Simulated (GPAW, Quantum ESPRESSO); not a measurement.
# C K ELNES/XANES of HfC (Fm-3m) from DFT, part 2 of 4

Aim: the C K edge of HfC (Fm-3m) by two routes, a Lanczos recursion (XSpectra) and a sum over empty bands (GPAW), to see which features are robust.

Quantum ESPRESSO 7.5 and GPAW 26.7.0; core-hole supercells, plane-wave PAW LDA.

So far. Step 2 (The field without a hole (Quantum ESPRESSO)): The mesh shows no gap, so the system is treated as a metal and the core electron is put at the Fermi level (neutral cell). Step 3 (Spectrum without a core hole, C atom 2 (Quantum …): Main maxima below 24 eV (height): 5.5 eV (1.22), 9.8 eV (1.28), 11.2 eV (2.17), 12.4 eV (2.25), 13.1 eV (2.25) and 16.7 eV (0.94).

The database entry behind the starting cell differs from later determinations by our own check (about 0.2 % long), so it need not match the best structure at ambient conditions.

### 6. The atom with a core hole (Quantum ESPRESSO)

Level of this step: all-electron atom with a core hole and its PAW potential, LDA, scalar-relativistic (Quantum ESPRESSO).

The final state has one core electron fewer, so a PAW data set is made for an atom with that hole.

The input, C.lda-n-kjpaw-1sch.ld1.in:

```
&input
   title='C', zed=6., rel=1, iswitch=3, dft='PZ',
   config='1s1 2s2 2p3'
/
&inputp
   file_pseudopw='C.lda-n-kjpaw-1sch.UPF', author='',
   lpaw=.true.,
   pseudotype=3,
   lloc=-1,
   rcloc=0.9,
   which_augfun='PSQ',
   rmatch_augfun_nc=.true.,
   nlcc=.true.,
   new_core_ps=.true.,
   rcore=0.7,
   tm=.true.,
   zval=5,
   lgipaw_reconstruction=.true., use_paw_as_gipaw=.true.
/
4
2S  1  0  2.00  0.00  1.00  1.20  0.0
2S  1  0  0.00  3.00  1.00  1.20  0.0
2P  2  1  3.00  0.00  0.90  1.40  0.0
2P  2  1  0.00  0.05  0.90  1.40  0.0
```

On the command line:

```bash
ld1.x < C.lda-n-kjpaw-1sch.ld1.in > C.lda-n-kjpaw-1sch.ld1.out
```

The log of the run:

```text
     [... banner and references ...]
PAW data will be used for GIPAW calculation
     --------------------------- All-electron run ----------------------------

     C
     scalar relativistic calculation

     atomic number is  6.00
     dft =PZ   lsd =0 sic =0 latt =0  beta=0.20 tr2=1.0E-14
     Exchange-correlation= PZ
                           (   1   1   0   0   0   0   0)
     mesh =1073 r(mesh) = 100.30751 a.u. xmin = -7.00 dx = 0.01250
     1 Ry =  13.60569312 eV, c = 137.03599908

     n l     nl                  e(Ry)          e(Ha)          e(eV)
     1 0     1S 1( 1.00)       -23.2328       -11.6164      -316.0979
     2 0     2S 1( 2.00)        -1.1818        -0.5909       -16.0797
     2 1     2P 1( 3.00)        -0.5717        -0.2859        -7.7784

     final scf error:  6.3E-15 reached in  32 iterations

     Etot =     -53.774043 Ry,     -26.887022 Ha,    -731.633133 eV

     Ekin =      53.372641 Ry,      26.686321 Ha,     726.171780 eV
     Encl =    -128.611913 Ry,     -64.305957 Ha,   -1749.854222 eV
     Eh   =      28.740609 Ry,      14.370304 Ha,     391.035902 eV
     Exc  =      -7.275380 Ry,      -3.637690 Ha,     -98.986593 eV

     normalization and overlap integrals

     s(1S/1S) =  1.000000  <r> =   0.2594  <r2> =    0.0906  r(max) =   0.1688
     s(1S/2S) = -0.000134
     s(2S/2S) =  1.000000  <r> =   1.4319  <r2> =    2.4901  r(max) =   1.1005
     s(2P/2P) =  1.000000  <r> =   1.4619  <r2> =    2.8072  r(max) =   0.9712

     ------------------------ End of All-electron run ------------------------

     --------------------- Generating PAW atomic setup --------------------

      Generating local potential from pseudized AE potential:
      Matching radius rcloc =   0.9000

[...]
(   1   1   0   0   0   0   0)
     mesh =1073 r(mesh) = 100.30751 a.u. xmin = -7.00 dx = 0.01250
     1 Ry =  13.60569312 eV, c = 137.03599908

     n l     nl                  e(Ry)          e(Ha)          e(eV)
[...]
final scf error:  6.3E-15 reached in  32 iterations

     Etot =     -53.774043 Ry,     -26.887022 Ha,    -731.633133 eV

     Ekin =      53.372641 Ry,      26.686321 Ha,     726.171780 eV
     Encl =    -128.611913 Ry,     -64.305957 Ha,   -1749.854222 eV
     Eh   =      28.740609 Ry,      14.370304 Ha,     391.035902 eV
     Exc  =      -7.275380 Ry,      -3.637690 Ha,     -98.986593 eV

     normalization and overlap integrals

     s(1S/1S) =  1.000000  <r> =   0.2594  <r2> =    0.0906  r(max) =   0.1688
     s(1S/2S) = -0.000134
     s(2S/2S) =  1.000000  <r> =   1.4319  <r2> =    2.4901  r(max) =   1.1005
     s(2P/2P) =  1.000000  <r> =   1.4619  <r2> =    2.8072  r(max) =   0.9712

     ------------------------ End of All-electron run ------------------------

     ---------------------- Testing the pseudopotential ----------------------

     C
     scalar relativistic calculation

     atomic number is  6.00   valence charge is  5.00
     dft = SLA  PZ   NOGX NOGC   lsd =0 sic =0 latt =0  beta=0.20 tr2=1.0E-14
     mesh =1073 r(mesh) = 100.30751 xmin = -7.00 dx = 0.01250

     n l     nl             e AE (Ry)        e PS (Ry)    De AE-PS (Ry)
     1 0     2S   1( 2.00)       -1.18184       -1.18185        0.00001
     2 1     2P   1( 3.00)       -0.57170       -0.57171        0.00000

     eps = 2.8E-17  iter =  4

     Etot =     -53.774043 Ry,     -26.887022 Ha,    -731.633133 eV
     Etotps =   -21.421566 Ry,     -10.710783 Ha,    -291.455247 eV

     Ekin =      19.252164 Ry,       9.626082 Ha,     261.939038 eV
     Encl =     -49.305716 Ry,     -24.652858 Ha,    -670.838446 eV
     Ehrt =      15.907365 Ry,       7.953682 Ha,     216.430725 eV
     Ecxc =      -7.275378 Ry,      -3.637689 Ha,     -98.986565 eV
     (Ecc =      -0.299787 Ry,      -0.149894 Ha,      -4.078811 eV)

     ---------------------- End of pseudopotential test ----------------------
```

Wall time 0.66 s (1 MPI rank of Arm Neoverse V1, shared host); peak memory 0.12 GiB.

Removing the core electron and adding it to the valence shell costs the free atom 287.2 eV.

### 7. Supercell with XCH, C atom 2 (Quantum ESPRESSO)

The holes are 6.6 Å apart. The excited electron is kept in the cell, where it fills the lowest empty states and screens the hole.

The input, scf.in:

```
&control
   calculation='scf', prefix='x', pseudo_dir='../pp', outdir='tmp', tprnfor=.true.
/
&system
   ibrav=0, nat=16, ntyp=3, nbnd=80
   ecutwfc=46, ecutrho=400
   occupations='smearing', smearing='mv', degauss=0.015
/
&electrons
   conv_thr=1.6e-07, electron_maxstep=120
   mixing_beta=0.5
/
ATOMIC_SPECIES
Hf 1.0 Hf.lda-spn-kjpaw.UPF
C0 1.0 C.lda-n-kjpaw-1sch.UPF
C 1.0 C.lda-n-kjpaw.UPF
CELL_PARAMETERS angstrom
  0.00000000 4.65000000 4.65000000
  4.65000000 0.00000000 4.65000000
  4.65000000 4.65000000 0.00000000
ATOMIC_POSITIONS crystal
Hf   0.25000000 0.25000000 0.25000000
Hf   0.25000000 0.25000000 0.75000000
Hf   0.25000000 0.75000000 0.25000000
Hf   0.75000000 0.25000000 0.25000000
Hf   0.25000000 0.75000000 0.75000000
Hf   0.75000000 0.25000000 0.75000000
Hf   0.75000000 0.75000000 0.25000000
Hf   0.75000000 0.75000000 0.75000000
C0   0.00000000 0.00000000 0.00000000
C    0.00000000 0.00000000 0.50000000
C    0.00000000 0.50000000 0.00000000
C    0.50000000 0.00000000 0.00000000
C    0.00000000 0.50000000 0.50000000
C    0.50000000 0.00000000 0.50000000
C    0.50000000 0.50000000 0.00000000
C    0.50000000 0.50000000 0.50000000
K_POINTS automatic
5 5 5 0 0 0
```

On the command line:

```bash
OMP_NUM_THREADS=1 mpirun --oversubscribe --bind-to none -np 4 pw.x -nk 4 -in scf.in > scf.out
```

The log of the run:

```text
     [... banner and references ...]
[banner, memory and clock lines left out]
using ibrav=0 with symmetry is DISCOURAGED, use correct ibrav instead

     G-vector sticks info

     bravais-lattice index     =            0
     lattice parameter (alat)  =      12.4270  a.u.
     unit-cell volume          =    1357.0175 (a.u.)^3
     number of atoms/cell      =           16
     number of atomic types    =            3
     number of electrons       =       129.00
     number of Kohn-Sham states=           80
     kinetic-energy cutoff     =      46.0000  Ry
     charge density cutoff     =     400.0000  Ry
     scf convergence threshold =      1.6E-07
     mixing beta               =       0.5000
     number of iterations used =            8  plain     mixing
     Exchange-correlation= SLA  PZ   NOGX NOGC
                           (   1   1   0   0   0   0   0)

     celldm(1)=  12.427015  celldm(2)=   0.000000  celldm(3)=   0.000000
     celldm(4)=   0.000000  celldm(5)=   0.000000  celldm(6)=   0.000000

     crystal axes: (cart. coord. in units of alat)
               a(1) = (   0.000000   0.707107   0.707107 )
               a(2) = (   0.707107   0.000000   0.707107 )
               a(3) = (   0.707107   0.707107   0.000000 )

     reciprocal axes: (cart. coord. in units 2 pi/alat)
               b(1) = ( -0.707107  0.707107  0.707107 )
               b(2) = (  0.707107 -0.707107  0.707107 )
               b(3) = (  0.707107  0.707107 -0.707107 )

     PseudoPot. #1 for Hf:     Pseudo is Projector augmented-wave + core cor, Zval = 12.0

     ../pp/C.lda-n-kjpaw-1sch.UPF
     Pseudo is Projector augmented-wave + core cor, Zval =  5.0
[...]
iteration # 14     ecut=    46.00 Ry     beta= 0.50
     Davidson diagonalization with overlap
     ethr =  1.64E-09,  avg # of iterations =  4.3

     End of self-consistent calculation

          k = 0.0000 0.0000 0.0000 (  7119 PWs)   bands (ev):

   -46.0786 -46.0497 -46.0497 -46.0497 -46.0363 -46.0363 -45.7695 -45.7678
   -15.2460 -15.1109 -15.1109 -15.1109 -15.0762 -15.0762 -15.0762 -14.7282
   -14.7282 -14.7282 -14.6744 -14.6744 -14.6744 -14.6295 -14.6295 -14.5642
[...]
15.8756  15.8756  15.8756  16.4016  16.4016  16.4016  18.4289  18.4289
    20.2012  20.2012  20.2012  20.2349  20.2349  20.2350  20.2950  20.2950

     [... bands of 9 further k-points ...]

     the Fermi energy is    15.2796 ev

!    total energy              =   -5574.23732102 Ry
     total all-electron energy =   -241697.379839 Ry
     estimated scf accuracy    <          4.4E-09 Ry
     smearing contrib. (-TS)   =       0.00057239 Ry
     internal energy E=F+TS    =   -5574.23789341 Ry

     The total energy is F=E-TS. E is the sum of the following terms:
     one-electron contribution =     -48.05704771 Ry
     hartree contribution      =     105.61099174 Ry
     xc contribution           =    -367.79362995 Ry
     ewald contribution        =    -770.51197475 Ry
     one-center paw contrib.   =   -4493.48623273 Ry

     convergence has been achieved in  14 iterations

     Forces acting on atoms (cartesian axes, Ry/au):

     atom    1 type  1   force =    -0.00000000    0.00000000    0.00000000
     atom    2 type  1   force =    -0.00000000    0.00000000    0.01003363
     atom    3 type  1   force =    -0.00000000    0.01003363    0.00000000
[...]
atom   15 type  3   force =     0.00000000    0.00000000   -0.00000000
     atom   16 type  3   force =     0.00000000   -0.00000000   -0.00000000

     Total force =     0.024577     Total SCF correction =     0.000053

     XML data file, charge density, pseudopotentials, collected wavefunctions
```

Elapsed: 88 s, on 4 MPI ranks; peak memory 0.35 GiB; 5.9 min of CPU time.

Energy with the hole: -3288460.379 eV, cores included.

### 8. Spectrum with XCH, C atom 2 (Quantum ESPRESSO)

The Lanczos recursion gives the spectrum without computing empty bands; each polarisation needs a run of its own on the full k mesh. xe0 is set between filled and empty states, and states below it are cut, here at the Fermi level, which holds the excited electron. The file of filecore holds the core orbital, taken from the hole-free data set.

The input, xspectra.in:

```
&input_xspectra
   calculation='xanes_dipole', edge='K'
   prefix='x', outdir='tmp', xiabs=2, xe0=15.2796
   xonly_plot=.false., x_save_file='xanes.sav'
   xniter=3000, xcheck_conv=20, xerror=0.005
   xcoordcrys=.false., xepsilon(1)=1, xepsilon(2)=0, xepsilon(3)=0
/
&plot
   xnepoint=413, xemin=-10, xemax=45, terminator=.true., cut_occ_states=.true.
   xgamma=0.4
/
&pseudos
   filecore='../C.wfc'
/
&cut_occ
   cut_desmooth=0.1, cut_stepl=0.05, cut_stepu=0.05, cut_ierror=1e-5
/
6 6 6 0 0 0
```

On the command line:

```bash
OMP_NUM_THREADS=1 mpirun --oversubscribe --bind-to none -np 4 xspectra.x -nk 4 -in xspectra.in > xspectra.out
```

The log of the run:

```text
     [... banner and references ...]
Reading input_file

     calculation: xanes_dipole

     xepsilon  [cartesian coordinates]:   1.000000   0.000000   0.000000

     xonly_plot: FALSE
        => complete calculation: Lanczos + spectrum plot

     filecore (core-wavefunction file): ../C.wfc

     main plot parameters:
        cut_occ_states: TRUE
        gamma_mode:  constant
        -> using xgamma [eV]:  0.40
        xemin [eV]: -10.00
        xemax [eV]:  45.00
        xnepoint:  413
        xe0 [eV]:  15.279600 (energy zero read in input file)

     WARNING: variable ef_r is obsolete

                      Reading SCF save directory: x.save

     tmp/x.save/

     Exchange-correlation= PZ
                           (   1   1   0   0   0   0   0)

     G-vector sticks info

                           Getting the Fermi energy

     From SCF save directory:
        ehomo [eV]:   15.5924 (highest occupied level)
        elumo [eV]:   15.7754 (lowest occupied level)
        ef    [eV]:   15.5924

     -> ef (in eV) will be written in x_save_file

                           Energy zero of the spectrum

     -> ef will NOT be used as energy zero of the spectrum
       (because xe0 read in input file)

     G-vector sticks info

     bravais-lattice index     =            0
     lattice parameter (alat)  =      12.4270  a.u.
     unit-cell volume          =    1357.0175 (a.u.)^3
     number of atoms/cell      =           16
     number of atomic types    =            3
     number of electrons       =       129.00
     number of Kohn-Sham states=           80
     kinetic-energy cutoff     =      46.0000  Ry
     charge density cutoff     =     400.0000  Ry
     Exchange-correlation= PZ
                           (   1   1   0   0   0   0   0)

     celldm(1)=  12.427015  celldm(2)=   0.000000  celldm(3)=   0.000000
     celldm(4)=   0.000000  celldm(5)=   0.000000  celldm(6)=   0.000000

     crystal axes: (cart. coord. in units of alat)
               a(1) = (   0.000000   0.707107   0.707107 )
               a(2) = (   0.707107   0.000000   0.707107 )
               a(3) = (   0.707107   0.707107   0.000000 )

     reciprocal axes: (cart. coord. in units 2 pi/alat)
               b(1) = ( -0.707107  0.707107  0.707107 )
               b(2) = (  0.707107 -0.707107  0.707107 )
               b(3) = (  0.707107  0.707107 -0.707107 )

     PseudoPot. #1 for Hf:     Pseudo is Projector augmented-wave + core cor, Zval = 12.0

     ../pp/C.lda-n-kjpaw-1sch.UPF
     Pseudo is Projector augmented-wave + core cor, Zval =  5.0
     Shape of augmentation charge: PSQ
     Using radial grid of 1073 points,  4 beta functions with:
                l(1) =   0
                l(2) =   0
                l(3) =   1
                l(4) =   1
     Q(r) pseudized with 0 coefficients

     ../pp/C.lda-n-kjpaw.UPF
     Pseudo is Projector augmented-wave + core cor, Zval =  4.0
     Shape of augmentation charge: PSQ
     Using radial grid of 1073 points,  4 beta functions with:
                l(1) =   0
                l(2) =   0
                l(3) =   1
                l(4) =   1
     Q(r) pseudized with 0 coefficients

     atomic species   valence    mass     pseudopotential
     Hf               12.00     1.00000     Hf( 1.00)
     C0                5.00     1.00000     C ( 1.00)
     C                 4.00     1.00000     C ( 1.00)

     48 Sym. Ops., with inversion, found

   Cartesian axes

     site n.     atom                  positions (alat units)
         1        Hf     tau(   1) = (   0.3535534   0.3535534   0.3535534  )
         2        Hf     tau(   2) = (   0.7071068   0.7071068   0.3535534  )
         3        Hf     tau(   3) = (   0.7071068   0.3535534   0.7071068  )
         4        Hf     tau(   4) = (   0.3535534   0.7071068   0.7071068  )
         5        Hf     tau(   5) = (   1.0606602   0.7071068   0.7071068  )
         6        Hf     tau(   6) = (   0.7071068   1.0606602   0.7071068  )
         7        Hf     tau(   7) = (   0.7071068   0.7071068   1.0606602  )
[...]
16        C      tau(  16) = (   0.7071068   0.7071068   0.7071068  )

     number of k points=   216  Marzari-Vanderbilt smearing, width (Ry)=  0.0150

     Number of k-points >= 100: set verbosity='high' to print them.

     Dense  grid:   183527 G-vectors     FFT dimensions: (  80,  80,  80)

     Smooth grid:    57001 G-vectors     FFT dimensions: (  54,  54,  54)

     The potential is recalculated from file :
     tmp/x.save/charge-density

     Starting wfcs are  112 atomic wfcs
     Checking if some PAW data can be deallocated...

               Reading core wavefunction file for the absorbing atom

     ../C.wfc successfully read

                              Attributing the PAW radii
                     for the absorbing atom [units: Bohr radius]

        PAW proj 1: r_paw(l= 0)= 1.80  (1.5*r_cut)
        PAW proj 2: r_paw(l= 0)= 1.80  (1.5*r_cut)
        PAW proj 3: r_paw(l= 1)= 2.10  (1.5*r_cut)
        PAW proj 4: r_paw(l= 1)= 2.10  (1.5*r_cut)

        NB: The calculation will not necessary use all these r_paw values.
            - For a edge in the electric-dipole approximation,
              only the r_paw(l=1) values are used.
            - For a K edge in the electric-quadrupole approximation,
              only the r_paw(l=2) values are used.

            - For a L2 or L3 edge in the electric-quadrupole approximation,

              all projectors (s, p and d) are used.

     init_gipaw_1: projectors nearly linearly dependent:
     ntyp =  1, l/n1/n2 =  1 2 1  0.99844457
     init_gipaw_1: projectors nearly linearly dependent:
     ntyp =  1, l/n1/n2 =  2 2 1  0.99883522
     init_gipaw_1: projectors nearly linearly dependent:
     ntyp =  3, l/n1/n2 =  1 2 1  0.99384611

                          Starting XANES calculation
                     in the electric dipole approximation

     Method of calculation based on the Lanczos recursion algorithm
        - STEP 1: Construction of a kpoint-dependent Lanczos basis,
          in which the Hamiltonian is tridiagonal (each 'iter'
          corresponds to the calculation of one more Lanczos vector)
        - STEP 2: Calculation of the cross-section as a continued fraction
          averaged over the k-points.

     ... Begin STEP 1 ...

        Radial transition matrix element(s) used in the calculation of the
        initial vector of the Lanczos basis (|tilde{phi}_abs> normalized)
        | For PAW proj. (l=1) #1: radial matrix element =   0.223614813
        | For PAW proj. (l=1) #2: radial matrix element =   0.258003909

NB: the    54 k-point are not all listed below because npool=  4
        |-------------------------------------------------------------
        ! k-point #     1:  ( 0.0000,  0.0000,  0.0000),  0.0093,   1
        |-------------------------------------------------------------
 okvan= T
        |   Norm of the initial Lanczos vector: 0.17332145E+00
        |   Estimated error at iter     20:   1.00672410
        |   Estimated error at iter     40:   0.47217242
        |   Estimated error at iter     60:   0.65023022
        |   Estimated error at iter     80:   0.14082878
        |   Estimated error at iter    100:   0.19888887
[...]
!   => CONVERGED at iter    180 with error=  0.00047821
        |-------------------------------------------------------------
        ! k-point #     2:  ( 0.1179,  0.1179, -0.1179),  0.0093,   1
        |-------------------------------------------------------------
 okvan= T
        |   Norm of the initial Lanczos vector: 0.17332792E+00
[...]
!   => CONVERGED at iter    400 with error=  0.00469260
        |-------------------------------------------------------------
     [... 51 further k-points ...]
        ! k-point #    54:  ( 0.7071,  0.4714, -0.2357),  0.0093,   1
        |-------------------------------------------------------------
 okvan= T
        |   Norm of the initial Lanczos vector: 0.17332628E+00
[...]
|   Estimated error at iter    360:   0.01120533
        |   Estimated error at iter    380:   0.00702162
        |   Estimated error at iter    400:   0.00518518
        !   => CONVERGED at iter    420 with error=  0.00431666

     Results of STEP 1 successfully written in x_save_file
     x_save_file name:
     ->  xanes.sav
     x_save_file version:  2

     ... End STEP 1 ...

     ... Begin STEP 2 ...

     The spectrum is calculated using the following parameters:
        xe0 [eV]:   15.2796
        the occupied states are elimintate from the spectrum
        xemin [eV]: -10.00
        xemax [eV]:  45.00
        xnepoint:  413
        constant broadening parameter [eV]:    0.400
        Core level energy [eV]:  -284.2
         (from electron binding energy of neutral atoms in X-ray data booklet)

     Cross-section successfully written in xanes.dat

     ... End STEP 2 ...

                                END JOB XSpectra
```

Elapsed: 4.8 min, on 4 MPI ranks; peak memory 0.25 GiB; 19 min of CPU time.

The C K spectrum, C atom 2, excited-electron core hole (neutral cell) (energy from the energy zero of the input (xe0, at the border of filled and empty states); intensity scaled to a mean of 1 over the first 20 eV; the points at xe0, where the cut of filled states can leave a spike, are interpolated):

```
E (eV)  intensity
  -2.0       0.05
  -1.0       0.10
   0.0       0.35
   1.0       0.66
   2.0       0.81
   3.0       1.10
   4.0       1.26
   5.0       1.71
   6.0       1.12
   7.0       0.95
   8.0       1.29
   9.0       1.59
  10.0       2.29
  11.0       1.77
  12.0       1.49
  13.0       0.95
  14.0       0.69
  15.0       0.52
  16.0       0.60
  17.0       0.43
  18.0       0.17
  19.0       0.19
  20.0       0.40
  21.0       0.38
  22.0       0.30
  23.0       0.51
  24.0       0.77
  25.0       0.59
  26.0       1.30
  27.0       1.39
  28.0       1.42
  29.0       0.93
  30.0       0.60
  31.0       0.41
  32.0       0.37
```

Main maxima below 24 eV (height): 5.1 eV (1.71), 8.7 eV (1.65), 10.4 eV (2.43), 12.0 eV (1.50), 16.3 eV (0.63) and 23.6 eV (0.93). 

The total-energy difference is 284.80 eV. One term is added: -6.67 eV, since the hole is spin-paired here and a spin-polarised one costs that much less in the free atom (computed apart). The photon energy is then 278.13 eV. The functional leaves an error in such absolute values: in the free atom LDA prices this hole 2.9 eV below PBE (computed apart), and PBE is itself good to a few eV.

(Part 2 of 4 ends here.)

[Banner, clock and machine lines of the logs are left out without a mark of their own.]

[Logs are printed without paths, hosts, clocks, repeated set-up lines and the standing remarks that a program may print on its own settings, such as how far it seeks lower states.]

[Hosts, paths, dates, database ids (printed as entryN), source tags and the programs' standing remarks are cut or masked in the printed files.]

[Lists of maxima count a maximum above −3 eV only where it reaches 4 % of the highest in the window and stands out from its surroundings by 2 % of it (1.5 % where it reaches 55 %); shoulders and weaker maxima are passed over, and of the rest the first, up to two pre-edge ones and the few strongest are named.]
